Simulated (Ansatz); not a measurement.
# (KF)2(AgCl)2 [001] superlattice, started as rocksalt type: following an unstable mode, part 2 of 4

Wanted: the energy along a soft mode of (KF)2(AgCl)2 [001] superlattice, started as rocksalt type and the structure at the end.

Ansatz 0.2.0; DFT PBE, scalar-relativistic, plane waves, PAW.

So far. Step 2 (Zone-centre response): Before it was imposed, the acoustic sum rule was missed by 5.2e-4 eV/Å² and the charge sum rule by 0.022 e. Small misses are needed for a sound result but don't prove that mesh and cutoff are converged. The lowest optical mode is imaginary, 40.7i cm⁻¹, so the energy falls along it.

The structure was built from a prototype and need not be the compound's stable phase.

### Step 3. The mode frozen in, largest atomic shift 0 Å

The mode followed lies at Γ with frequency 40.7i cm⁻¹, the softest among the wavevectors solved. At small amplitude the distorted cell has space group no. 99 by a symmetry search on the positions. The undistorted cell that holds it gives the zero of energy on the same k mesh.

Input file input.yaml:

```yaml
crystal:
  lattice:
    - [2.7111177634, 2.7111177634, 0.0]
    - [-2.7111177634, 2.7111177634, 0.0]
    - [0.0, 0.0, 11.710229948]
  atoms:
    - { symbol: Ag, position: [0.0, 0.0, 0.4853653471] }
    - { symbol: Ag, position: [0.5, 0.5, 0.7646346529] }
    - { symbol: Cl, position: [0.5, 0.5, 0.502798966] }
    - { symbol: Cl, position: [0.0, 0.0, 0.747201034] }
    - { symbol: F, position: [0.5, 0.5, 0.0071526807] }
    - { symbol: F, position: [0.0, 0.0, 0.2428473193] }
    - { symbol: K, position: [0.0, 0.0, 0.0116078396] }
    - { symbol: K, position: [0.5, 0.5, 0.2383921604] }
kpoints:
  mp_grid: { grid: [8, 8, 2] }
hamiltonian:
  xc: pbe
scf:
  occupations: { method: gaussian, width: 0.02 }
output:
  forces: true
  stress: true
  eigenvalues: true
```

The run is started by

```bash
$ ansatz run input.yaml --threads 8 --pin off --max-ram 14336MiB --backend cpu --events-out ev --progress --plain --runs-dir out
```

Numbers of over 12 decimals in the logs are rounded to 6 here.

Log:

```text
[...]
Crystal: 8 atoms, lattice volume = 172.144 Å³
Basis set: ecut = 420 eV, 3407 PW (Γ), exchange–correlation on 54×54×160 points (8 copies of the dense FFT grid, shifted against one another)
Bands: 51, of which v1, the nominal top of the filled ones, is band 42 counted from 1 (41 counted from 0)
Symmetry: 16 space group operations
[...]
k-points: 30 of 128
[...]
k-point 0: bands = [... 38 lower, 3.3672, 3.3672, 3.5424, 3.6411, 6.6536, 7.6646, 10.2265, 11.2177, ... 4 higher]
  k-point 1: bands = [... 38 lower, 3.3886, 3.3886, 3.5014, 3.7603, 6.7911, 7.5877, 9.9445, 11.6757, ... 4 higher]
  k-point 2: bands = [... 38 lower, 3.6797, 3.6970, 3.7439, 3.8868, 7.1174, 8.0017, 10.4377, 11.2683, ... 4 higher]
  k-point 29: bands = [... 38 lower, 3.4127, 3.4127, 3.6850, 3.6850, 8.0716, 8.0716, 11.7627, 11.7627, ... 4 higher]
[key lines of the parts left out:]
SCF converged after 8 iterations
Free energy (F): -22039.162193 eV
Fermi energy:    6.047893 eV
P = ⅓ Tr σ = -0.0039 GPa (-0.039 kbar)
```

The job ended after 2 s (8 threads of Intel Xeon Platinum 8275CL at 3.00GHz (Skylake/Cascade Lake), shared host; peak memory 0.81 GiB; 14 s of CPU time).

This step gave:

| Property | Result |
| --- | --- |
| pressure | -0.003892 GPa |
| energy from the undistorted cell | 0 meV/atom |

At this level the gap is 1.21 eV on the k-mesh of the self-consistent run, which can miss the band edges.

### Step 4. The mode frozen in, largest atomic shift 0.22 Å

The atoms are moved along the unstable eigenvector, the largest shift by 0.22 Å, with the cell fixed.

input.yaml, the sections that differ from step 3:

```yaml
crystal:
  lattice:
    - [2.7111177634, 2.7111177634, 0.0]
    - [-2.7111177634, 2.7111177634, 0.0]
    - [0.0, 0.0, 11.710229948]
  atoms:
    - { symbol: Ag, position: [0.0, 0.0, 0.4940218096] }
    - { symbol: Ag, position: [0.5, 0.5, 0.7732911155] }
    - { symbol: Cl, position: [0.5, 0.5, 0.4950481133] }
    - { symbol: Cl, position: [0.0, 0.0, 0.7394501813] }
    - { symbol: F, position: [0.5, 0.5, -0.0116343116] }
    - { symbol: F, position: [0.0, 0.0, 0.224060327] }
    - { symbol: K, position: [0.0, 0.0, 0.003882019] }
    - { symbol: K, position: [0.5, 0.5, 0.2306663398] }
# kpoints, hamiltonian, scf, output: as in step 3
```

Log:

```text
[...]
Crystal: 8 atoms, lattice volume = 172.144 Å³
Basis set: ecut = 420 eV, 3407 PW (Γ), exchange–correlation on 54×54×160 points (8 copies of the dense FFT grid, shifted against one another)
Bands: 51, of which v1, the nominal top of the filled ones, is band 42 counted from 1 (41 counted from 0)
Symmetry: 8 space group operations
[...]
k-points: 30 of 128
[...]
k-point 0: bands = [... 38 lower, 3.5197, 3.5795, 3.5795, 3.9633, 6.7344, 7.7646, 10.1563, 11.2351, ... 4 higher]
  k-point 1: bands = [... 38 lower, 3.5526, 3.5817, 3.5817, 3.9986, 6.8764, 7.6810, 9.8944, 11.6978, ... 4 higher]
  k-point 2: bands = [... 38 lower, 3.7177, 3.7783, 3.8813, 4.1506, 7.1938, 8.0973, 10.3732, 11.3058, ... 4 higher]
  k-point 29: bands = [... 38 lower, 3.4237, 3.4619, 3.8310, 3.8887, 8.1134, 8.2451, 11.7236, 11.7236, ... 4 higher]
[key lines of the parts left out:]
SCF converged after 8 iterations
Free energy (F): -22039.168546 eV
Fermi energy:    6.154908 eV
P = ⅓ Tr σ = 0.2358 GPa (2.358 kbar)
```

Elapsed: 2.6 s, on 8 threads; peak memory 0.73 GiB; 19 s of CPU time.

This step gave:

```
pressure                         : 0.2358 GPa
gap on the k-mesh                : 1.159 eV
energy from the undistorted cell : -0.794 meV/atom
```

The energy, extrapolated to zero smearing, is -0.79 meV/atom against the undistorted cell.

The run ends at a pressure of 0.24 GPa, with forces up to 0.095 eV/Å.

### Step 5. Energy along the mode, all amplitudes (two of the runs are shown above)

An imaginary frequency means negative curvature, so the energy should fall and then rise again as anharmonic terms take over.

Numbers from this step:

```yaml
depth_at_the_lowest_point_sampled: 0.794 meV/atom
largest_atomic_shift_at_that_point: 0.22 Å
```

Table of energy from the parent by largest atomic shift:

```
largest atomic shift (Å)  energy from the parent (meV/atom)
                   0.000                                  0
                   0.040                             -0.065
                   0.080                             -0.245
                   0.140                              -0.62
                   0.220                             -0.794
                   0.320                               1.49
                   0.450                               16.6
```

Displacement at unit largest shift by atom:

```
atom  x (Å)  y (Å)  z (Å)  size
 Ag1   0.00   0.00   0.46  0.46
 Ag2   0.00   0.00   0.46  0.46
 Cl3   0.00   0.00  -0.41  0.41
 Cl4   0.00   0.00  -0.41  0.41
  F5   0.00   0.00  -1.00  1.00
  F6   0.00   0.00  -1.00  1.00
  K7   0.00   0.00  -0.41  0.41
  K8   0.00   0.00  -0.41  0.41
```

The lowest of the steps tried is at 0.22 Å, 0.794 meV/atom below the parent; the bottom of the well need not coincide with a step.

### Step 6. Relaxation from the frozen mode

Starting from the lowest point found, all atoms and the cell are let go, so that strain and other modes of the same symmetry can join in.

input.yaml, as its differences from that of step 4:

```diff
@@ -19,3 +19,3 @@
 scf:
-  occupations: { method: gaussian, width: 0.02 }
+  occupations: { method: fixed }
 output:
@@ -24 +24,10 @@
   eigenvalues: true
+  write_density: true
+  write_potential: true
+  elf: true
+  volumetric_format: npy
+relax:
+  adjacent_minimum: "off"
+  f_tol: 0.002
+  max_steps: 120
+  cell: { stress_tol: 0.03 }
```

Log:

```text
[...]
Crystal: 8 atoms, lattice volume = 172.144 Å³
Basis set: ecut = 420 eV, 3407 PW (Γ), exchange–correlation on 54×54×160 points (8 copies of the dense FFT grid, shifted against one another)
Bands: 51, of which v1, the nominal top of the filled ones, is band 42 counted from 1 (41 counted from 0)
Symmetry: 8 space group operations
[...]
k-points: 30 of 128
[...]
SCF iter   1: F=—  HF=-22039.168527 eV  |F-HF|=—  |Δ(HF+E_count)|=         —  Δρ=1.15e-3  dr2=4.92e-3  ethr=1.77e-3  ⟨swp⟩=5.0  Hψ=4846  notcnv=0  defer=209
[...]
SCF iter   8: F=-22039.168546 eV  HF=-22039.168546 eV  |F-HF|=1.93e-9  |Δ(HF+E_count)|=   7.83e-8  Δρ=5.91e-6  dr2=5.01e-8  ethr=1.19e-10  ⟨swp⟩=17.7  Hψ=12154  notcnv=0
SCF 1 converged in 8 iterations: F = -22039.168546 eV  dr2 = 5.01e-8
[...]
relax step   1: F+E_penalty+E_count = -22039.16854605 eV  Δ(F+E_penalty+E_count) = +0.000e0 eV  max|allowed force component| = 9.488e-2 eV/Å  Δτ_max = 0.0000 Å  P = +0.236 GPa  Ω = 172.144 Å³  (8 SCF iters, dr2 threshold 1.00e-7 eV, accepted)
Crystal: 8 atoms, lattice volume = 174.640 Å³
Basis set: ecut = 420 eV, 3439 PW (Γ), exchange–correlation on 54×54×160 points (8 copies of the dense FFT grid, shifted against one another)
[...]
iter 1 solved again at ethr=2.55e-4 eV; its pass at ethr=3.10e-3 eV (dr2=2.14e-1 eV) is discarded
[...]
SCF iter   8: F=-22039.161709 eV  HF=-22039.161709 eV  |F-HF|=6.32e-8  |Δ(HF+E_count)|=   5.10e-7  Δρ=1.26e-5  dr2=2.31e-7  ethr=9.52e-10  ⟨swp⟩=16.2  Hψ=12411  notcnv=0
SCF 2 converged in 8 iterations: F = -22039.161709 eV  dr2 = 2.31e-7
relax step   2: F+E_penalty+E_count = -22039.16170922 eV  Δ(F+E_penalty+E_count) = +6.837e-3 eV  max|allowed force component| = 3.087e-1 eV/Å  Δτ_max = 0.1044 Å  P = -0.019 GPa  Ω = 174.640 Å³  energy of the carried Pulay correction = -2.424e-3 eV  (8 SCF iters, dr2 threshold 8.00e-7 eV, rejected (line search))
Crystal: 8 atoms, lattice volume = 174.002 Å³
Basis set: ecut = 420 eV, 3423 PW (Γ), exchange–correlation on 54×54×160 points (8 copies of the dense FFT grid, shifted against one another)
[...]
SCF iter  12: F=-22039.178285 eV  HF=-22039.178285 eV  |F-HF|=0.00e0  |Δ(HF+E_count)|=  1.16e-10  Δρ=7.13e-8  dr2=1.13e-11  ethr=1.00e-12  ⟨swp⟩=13.0  Hψ=8972  notcnv=0
SCF 3 converged in 12 iterations: F = -22039.178285 eV  dr2 = 1.13e-11
relax step   3: F+E_penalty+E_count = -22039.17828522 eV  Δ(F+E_penalty+E_count) = -9.739e-3 eV  max|allowed force component| = 4.569e-2 eV/Å  Δτ_max = 0.0509 Å  P = +0.020 GPa  Ω = 174.002 Å³  energy of the carried Pulay correction = -1.808e-3 eV  (12 SCF iters, accepted)
[... from here on, the SCF cycles and remarks between the steps are left out ...]
relax step   4: F+E_penalty+E_count = -22039.18959695 eV  Δ(F+E_penalty+E_count) = -1.131e-2 eV  max|allowed force component| = 5.537e-2 eV/Å  Δτ_max = 0.1000 Å  P = +0.155 GPa  Ω = 175.128 Å³  energy of the carried Pulay correction = -2.894e-3 eV  (8 SCF iters, dr2 threshold 3.33e-7 eV, accepted)
relax step   5: F+E_penalty+E_count = -22039.20063645 eV  Δ(F+E_penalty+E_count) = -1.104e-2 eV  max|allowed force component| = 9.247e-2 eV/Å  Δτ_max = 0.1443 Å  P = +0.054 GPa  Ω = 178.211 Å³  energy of the carried Pulay correction = -5.833e-3 eV  (8 SCF iters, dr2 threshold 1.92e-7 eV, accepted)
relax step   6: F+E_penalty+E_count = -22039.20160697 eV  Δ(F+E_penalty+E_count) = -9.705e-4 eV  max|allowed force component| = 4.746e-2 eV/Å  Δτ_max = 0.0702 Å  P = -0.064 GPa  Ω = 180.393 Å³  energy of the carried Pulay correction = -7.881e-3 eV  (8 SCF iters, dr2 threshold 5.34e-7 eV, accepted)
relax step   7: F+E_penalty+E_count = -22039.20448379 eV  Δ(F+E_penalty+E_count) = -2.877e-3 eV  max|allowed force component| = 3.576e-2 eV/Å  Δτ_max = 0.0399 Å  P = +0.005 GPa  Ω = 179.499 Å³  energy of the carried Pulay correction = -7.045e-3 eV  (8 SCF iters, dr2 threshold 1.47e-7 eV, accepted)
relax step   8: F+E_penalty+E_count = -22039.20492978 eV  Δ(F+E_penalty+E_count) = -4.460e-4 eV  max|allowed force component| = 2.781e-2 eV/Å  Δτ_max = 0.0209 Å  P = -0.007 GPa  Ω = 179.369 Å³  energy of the carried Pulay correction = -6.924e-3 eV  (7 SCF iters, dr2 threshold 7.99e-8 eV, accepted)
relax step   9: F+E_penalty+E_count = -22039.20511830 eV  Δ(F+E_penalty+E_count) = -1.885e-4 eV  max|allowed force component| = 4.200e-3 eV/Å  Δτ_max = 0.0074 Å  P = +0.001 GPa  Ω = 179.391 Å³  energy of the carried Pulay correction = -6.943e-3 eV  (7 SCF iters, dr2 threshold 4.83e-8 eV, accepted)
relax step  10: F+E_penalty+E_count = -22039.20513128 eV  Δ(F+E_penalty+E_count) = -1.298e-5 eV  max|allowed force component| = 1.897e-3 eV/Å  Δτ_max = 0.0026 Å  P = +0.001 GPa  Ω = 179.396 Å³  energy of the carried Pulay correction = -6.949e-3 eV  (8 SCF iters, dr2 threshold 1.10e-9 eV, accepted)
relax step  11: F+E_penalty+E_count = -22039.22182570 eV  Δ(F+E_penalty+E_count) = -1.669e-2 eV  max|allowed force component| = 1.916e-3 eV/Å  Δτ_max = 0.0000 Å  P = +0.150 GPa  Ω = 179.396 Å³  stress off target by 3.46e-1 GPa  SCF on the basis re-selected at this cell (its energy is not comparable with the rows above)  (9 SCF iters)
relax step  12: F+E_penalty+E_count = -22039.22337120 eV  Δ(F+E_penalty+E_count) = -1.545e-3 eV  max|allowed force component| = 8.345e-3 eV/Å  Δτ_max = 0.0275 Å  P = +0.060 GPa  Ω = 180.839 Å³  energy of the carried Pulay correction = -1.396e-3 eV  (7 SCF iters, dr2 threshold 2.99e-7 eV, accepted)
relax step  13: F+E_penalty+E_count = -22039.22296729 eV  Δ(F+E_penalty+E_count) = +4.039e-4 eV  max|allowed force component| = 3.966e-3 eV/Å  Δτ_max = 0.0228 Å  P = -0.005 GPa  Ω = 181.792 Å³  energy of the carried Pulay correction = -2.371e-3 eV  (8 SCF iters, dr2 threshold 4.26e-8 eV, accepted)
relax step  14: F+E_penalty+E_count = -22039.22304809 eV  Δ(F+E_penalty+E_count) = -8.080e-5 eV  max|allowed force component| = 1.259e-3 eV/Å  Δτ_max = 0.0027 Å  P = -0.001 GPa  Ω = 181.729 Å³  energy of the carried Pulay correction = -2.304e-3 eV  (8 SCF iters, dr2 threshold 9.83e-10 eV, accepted)
relax step  15: F+E_penalty+E_count = -22039.22572324 eV  Δ(F+E_penalty+E_count) = -2.675e-3 eV  max|allowed force component| = 1.171e-3 eV/Å  Δτ_max = 0.0000 Å  P = +0.006 GPa  Ω = 181.729 Å³  stress off target by 3.87e-2 GPa  SCF on the basis re-selected at this cell (its energy is not comparable with the rows above)  (8 SCF iters)
relax step  16: F+E_penalty+E_count = -22039.22562549 eV  Δ(F+E_penalty+E_count) = +9.775e-5 eV  max|allowed force component| = 1.568e-3 eV/Å  Δτ_max = 0.0044 Å  P = +0.005 GPa  Ω = 181.903 Å³  energy of the carried Pulay correction = -1.605e-4 eV  (8 SCF iters, dr2 threshold 3.74e-9 eV, accepted)
relax step  17: F+E_penalty+E_count = -22039.22556183 eV  Δ(F+E_penalty+E_count) = +6.366e-5 eV  max|allowed force component| = 1.133e-3 eV/Å  Δτ_max = 0.0022 Å  P = +0.001 GPa  Ω = 181.975 Å³  energy of the carried Pulay correction = -2.280e-4 eV  (9 SCF iters, accepted)
[...]
SCF iter   1: F=—  HF=-22039.225825 eV  |F-HF|=—  |Δ(HF+E_count)|=         —  Δρ=1.75e-5  dr2=1.18e-7  ethr=2.63e-7  ⟨swp⟩=3.0  Hψ=8140  notcnv=0  defer=210
eigensolver tolerance schedule: the retry pair's looser diagonalisation over-reported the residual by 1864.46 of it (diagonalisation noise at 0.19 of the residual, at the tolerance the schedule requests for it); recorded, not acted on — ethr = c·dr2/N_el stays at c = 1.0e-1
[...]
SCF iter   2: F=—  HF=-22039.225809 eV  |F-HF|=—  |Δ(HF+E_count)|=   1.63e-5  Δρ=1.07e-5  dr2=6.40e-8  ethr=1.41e-10  ⟨swp⟩=3.0  Hψ=3485  notcnv=0  defer=209
[...]
SCF iter   6: F=-22039.225811 eV  HF=-22039.225811 eV  |F-HF|=7.28e-12  |Δ(HF+E_count)|=  8.73e-11  Δρ=9.06e-8  dr2=1.40e-11  ethr=1.00e-12  ⟨swp⟩=14.3  Hψ=9484  notcnv=0
SCF 18 converged in 6 iterations: F = -22039.225811 eV  dr2 = 1.40e-11
relax step  18: F+E_penalty+E_count = -22039.22581061 eV  Δ(F+E_penalty+E_count) = -2.488e-4 eV  max|allowed force component| = 1.119e-3 eV/Å  Δτ_max = 0.0000 Å  P = +0.001 GPa  Ω = 181.975 Å³  stress off target by 5.93e-3 GPa  SCF on the basis re-selected at this cell (its energy is not comparable with the rows above)  (6 SCF iters)
[...]
SCF converged after 6 iterations
Free energy (F): -22039.225811 eV
[...]
Internal energy: -22039.225811 eV  (E = F + TS)
E sigma→0 (E₀):  -22039.225811 eV
Fermi energy:    4.902483 eV
[...]
--- Forces (eV/Å), atoms counted from 1 ---
  atom   1  Ag     0.00000000     0.00000000     0.00015728
  atom   2  Ag    -0.00000000    -0.00000000    -0.00067385
  atom   3  Cl     0.00000000     0.00000000     0.00016882
  atom   4  Cl    -0.00000000    -0.00000000    -0.00021799
  atom   5  F      0.00000000     0.00000000     0.00111726
  atom   6  F     -0.00000000    -0.00000000    -0.00020712
  atom   7  K     -0.00000000    -0.00000000    -0.00111935
  atom   8  K      0.00000000     0.00000000     0.00077341
  max |Σ_I F_I| component: 1.55e-6 eV/Å
--- Stress (GPa, compression-positive) ---
       -0.001404      -0.000000       0.000000
       -0.000000      -0.001404      -0.000000
        0.000000      -0.000000       0.005931
  P = ⅓ Tr σ = 0.0010 GPa (0.010 kbar)
--- Band table (eV; the first three rows and the last of 30) ---
  k-point 0: bands = [... 38 lower, 3.1699, 3.1699, 3.1711, 3.6960, 6.0827, 7.1339, 9.3404, 10.4273, ... 5 higher]
  k-point 1: bands = [... 38 lower, 3.1698, 3.1698, 3.1856, 3.6774, 6.1620, 7.0664, 9.2233, 10.6377, ... 5 higher]
  k-point 2: bands = [... 38 lower, 3.2548, 3.3198, 3.4916, 3.7908, 6.5361, 7.5359, 9.5551, 10.5252, ... 5 higher]
  k-point 29: bands = [... 38 lower, 2.9317, 3.1587, 3.4415, 3.5303, 7.4921, 7.5888, 11.2984, 11.2984, ... 5 higher]
--- Relaxed structure (15 steps of the walk, 14 accepted, 3 SCFs on fresh bases) ---
  F+E_penalty+E_count = -22039.22581061 eV   max|allowed force component| = 1.119e-3 eV/Å   (the final SCF, on the basis selected at the relaxed cell)
  cell:  # Å, volume = 181.9751 Å³
    - [2.670324, 2.670324, 0]
    - [-2.670324, 2.670324, 0]
    - [0, 0, 12.760100]
  atoms:
    - { symbol: Ag, position: [0, 0, 0.525614] }
    - { symbol: Ag, position: [0.5, 0.5, 0.787057] }
    - { symbol: Cl, position: [0.5, 0.5, 0.485305] }
    - { symbol: Cl, position: [0, 0, 0.742535] }
    - { symbol: F, position: [0.5, 0.5, -0.023323] }
    - { symbol: F, position: [0, 0, 0.200478] }
    - { symbol: K, position: [0, 0, -0.000722649] }
    - { symbol: K, position: [0.5, 0.5, 0.231843] }
```

The job ended after 59 s (8 threads; peak memory 0.84 GiB).

Relaxation path:

| step | energy less that of the first step (eV) | largest force component (eV/Å) | pressure (GPa) | volume (Å³) |
| --- | --- | --- | --- | --- |
| 1 | 0.0000 | 0.0949 | 0.24 | 172.14 |
| 2 | 0.0068 | 0.3087 | -0.02 | 174.64 |
| 3 | -0.0097 | 0.0457 | 0.02 | 174.00 |
| 4 | -0.0211 | 0.0554 | 0.16 | 175.13 |
| 5 | -0.0321 | 0.0925 | 0.05 | 178.21 |
| 6 | -0.0331 | 0.0475 | -0.06 | 180.39 |
| 7 | -0.0359 | 0.0358 | 0.00 | 179.50 |
| 8 | -0.0364 | 0.0278 | -0.01 | 179.37 |
| 9 | -0.0366 | 0.0042 | 0.00 | 179.39 |
| 10 | -0.0366 | 0.0019 | 0.00 | 179.40 |
| 11* | -0.0533 | 0.0019 | 0.15 | 179.40 |
| 12 | -0.0548 | 0.0083 | 0.06 | 180.84 |
| 13 | -0.0544 | 0.0040 | 0.00 | 181.79 |
| 14 | -0.0545 | 0.0013 | 0.00 | 181.73 |
| 15* | -0.0572 | 0.0012 | 0.01 | 181.73 |
| 16 | -0.0571 | 0.0016 | 0.01 | 181.90 |
| 17 | -0.0570 | 0.0011 | 0.00 | 181.98 |
| 18* | -0.0573 | 0.0011 | 0.00 | 181.98 |

Relaxation steps marked * repeat the geometry before them on a plane-wave basis chosen anew for their cell, so energy and pressure can jump there. Relaxation step 2 was tried and not accepted.

Forces are held to the 8 operations that the run works with; a distortion that breaks them can't arise in this run.

| conventional cell, symmetrised | before | after | change |
| --- | --- | --- | --- |
| a (Å) | 3.834 | 3.776 | -1.5 % |
| b (Å) | 3.834 | 3.776 | -1.5 % |
| c (Å) | 11.710 | 12.760 | +9.0 % |
| volume (Å³/atom) | 21.52 | 22.75 | +5.7 % |

The atoms that moved most (Å, as changes of fractional coordinates times the final cell):

```
atom     dx     dy      dz  length
 Ag1  0.000  0.000   0.403   0.403
  F6  0.000  0.000  -0.301   0.301
 Ag2  0.000  0.000   0.176   0.176
  F5  0.000  0.000  -0.149   0.149
 Cl3  0.000  0.000  -0.124   0.124
  K7  0.000  0.000  -0.059   0.059
 Cl4  0.000  0.000   0.039   0.039
  K8  0.000  0.000   0.015   0.015
```

Numbers from this step:

```
pressure          : 0.001041 GPa
gap on the k-mesh : 1.180 eV
volume per atom   : 22.75 Å³
```

(Part 2 of 4 ends here.)

[Logs are printed without paths, hosts, clocks, repeated set-up lines and the standing remarks that a program may print on its own settings, such as how far it seeks lower states.]

[Hosts, paths, dates, database ids (printed as entryN), source tags and the programs' standing remarks are cut or masked in the printed files.]
